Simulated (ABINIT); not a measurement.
Records of electronic-structure calculations.

### SiC (Moissanite): a self-consistent loop beyond G0W0, cycle by cycle

Symmetry: P6_3mc, No. 186, hexagonal system. Conventional cell: a = 3.076 Å, b = 3.076 Å, c = 5.048 Å, α = 90.00°, β = 90.00°, γ = 120.00°. Nearest to Si lie 4 C at 1.87 to 1.94 Å. C has 4 Si at 1.87 to 1.94 Å nearest. Farther neighbours, and contacts between anions beyond the nearest, are not listed.

```xyz
4
Lattice="3.0760 0.0000 0.0000 -1.5380 2.6639 0.0000 0.0000 0.0000 5.0480" Properties=species:S:1:pos:R:3 pbc="T T T"
Si    0.0000    1.7759    0.0000
Si    1.5380    0.8880    2.5240
C     0.0000    1.7759    1.9435
C     1.5380    0.8880    4.4675
```

```
method                          : RPA screening on PBE from quasiparticle energies and orbitals, plane waves, norm-conserving pseudopotentials (and 4 further levels or steps)
program                         : ABINIT 10.8.3
settings                        : cutoff 37 Ha, PseudoDojo scalar-relativistic 0.4.1 standard, norm-conserving, ngkpt (3, 3, 4), nband 75, ecuteps 5 Ha, gwcalctyp 27, nfreqre 1, inclvkb 2, shiftk (0, 0, 0), symchi 1, awtr 1, frequency static, cycle 7, q points all but q = 0, 3×3×4 k-mesh
cost                            : 22 runs, 4.2 min in all on 4 MPI ranks of Arm Neoverse V1, shared host
notes                           : The program’s warnings: nkpt*nsppol () is not a multiple of nproc spkpt (). The cell and positions come from the Crystallography Open Database and are kept as given unless a step says otherwise. The 3×3×4 mesh is coarse for this cell, which bears on the long-range parts of exchange and screening.
G0W0                            : 2.740 eV
self-consistent COHSEX, cycle 1 : 3.603 eV
self-consistent COHSEX, cycle 2 : 3.908 eV
self-consistent COHSEX, cycle 3 : 3.943 eV
self-consistent COHSEX, cycle 4 : 3.908 eV
self-consistent COHSEX, cycle 5 : 3.871 eV
self-consistent COHSEX, cycle 6 : 3.850 eV
self-consistent COHSEX, cycle 7 : 3.842 eV
known limits                    : short of the basis limit; coarse k mesh
```

Only the bands that the input lists are updated; the higher empty ones keep the functional's energies. Self-consistent COHSEX ends at 3.84 eV, +1.10 eV from G0W0, after 7 cycles that took 3.7 min beside the first screening; the last moved the gap by 0.008 eV.

[Long decimals in the printed logs are rounded to 6 places.]

[Logs are printed without paths, hosts, clocks, repeated set-up lines and the standing remarks that a program may print on its own settings, such as how far it seeks lower states.]

[Paths, hosts, dates, memory and timing lines, banners, echoed tables and standing remarks are left out of the program output; an Ansatz launch command may be rebuilt from the run's recorded settings. Measured values are a selection of at most five: reports struck by readers or far from the other reports are left out. None is set beside runs whose start may be inverted or whose files or cutoffs have a known fault.]

[Runs of the session that timed out or met a known fault of the program may be left out.]

[Hosts, paths, dates, database ids (printed as entryN), source tags and the programs' standing remarks are cut or masked in the printed files.]

[G0W0 gaps are taken among the corrected bands and points alone; a level outside them can change the order at an edge.]

[Where Ansatz stands beside ABINIT at settings called matched, ABINIT's density can come from a denser mesh and the files from another edition; pairs whose starting gaps differed by over 0.03 eV were left out, so agreement reads better than it is.]
